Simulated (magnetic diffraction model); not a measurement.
# Magnetic neutron pattern of Tb₂Zn₈Ru

Space group P4/mmm (no. 123), a = 4.1730 Å, c = 11.1650 Å.

```
site  atom    x    y       z
  2g    Tb    0    0  0.3010
  1a    Ru    0    0       0
  2h    Zn  1/2  1/2  0.3030
  2e    Zn    0  1/2     1/2
  4i    Zn    0  1/2  0.1172
```

The compound is invented for this exercise: a known structure type with other elements, its cell scaled to their sizes and not relaxed.

Only Tb is taken to order (form factors of Tb3+); orders and moment sizes are assumed, and not adapted to the symmetry. Radiation: neutrons of λ = 4.2 Å, 8° to 90°; isotropic B of 0.4 Å² (Tb), 0.49 Å² (Ru) and 0.51 Å² (Zn). The intensities are simulated: I ∝ L Σ (|F_N|² + |F_M⊥|²) for unpolarised neutrons, with F_M = 2.695 fm/μB × Σ f(s) S exp(2πi Q·r) exp(−B s²) at Q = H ± k (one set where k and −k are equivalent), only the part normal to Q counting and L = 1/(sin²θ cos θ). For collinear order S is the moment m, which repeats by lattice and centring translations R with the sign exp(−2πi k·R). Form factors are spin-only for 3d ions and dipole or tabulated for f ions, scattering lengths are Sears's of 1992, and absorption is left out. A label names one of the reflections at its angle. The strongest nuclear line in the range is 100, and lines under 0.2 are left out.

Assume the order k = (0 0 0), collinear moments along [110], 2.49 μB on Tb; signs + at (0, 0, 0.3010), − at (0, 0, 0.6990).

Predict the pattern, nuclear and magnetic parts apart.

| 2θ (°) | index | nuclear | magnetic |
| --- | --- | --- | --- |
| 21.68 | (0 0 1) | 50.0 | 463.8 |
| 44.19 | (0 0 2) | 0.0 | 45.6 |
| 60.43 | (1 0 0) | 100.0 | 0.0 |
| 64.99 | (1 0 1) | 60.8 | 126.9 |
| 68.70 | (0 0 3) | 5.5 | 18.7 |
| 77.85 | (1 0 2) | 21.8 | 45.3 |

The strongest magnetic line in the range is (0 0 1) at 21.68° (463.8). On top of the Lorentz factor, which all lines share, magnetic lines fade with angle because f falls: for Tb3+ it is 0.95, 0.82, 0.66 and 0.36 at sin θ/λ = 0.1, 0.2, 0.3 and 0.5 Å⁻¹, while nuclear lengths stay constant. The order has no net moment.

[Logs are printed without paths, hosts, clocks, repeated set-up lines and the standing remarks that a program may print on its own settings, such as how far it seeks lower states.]
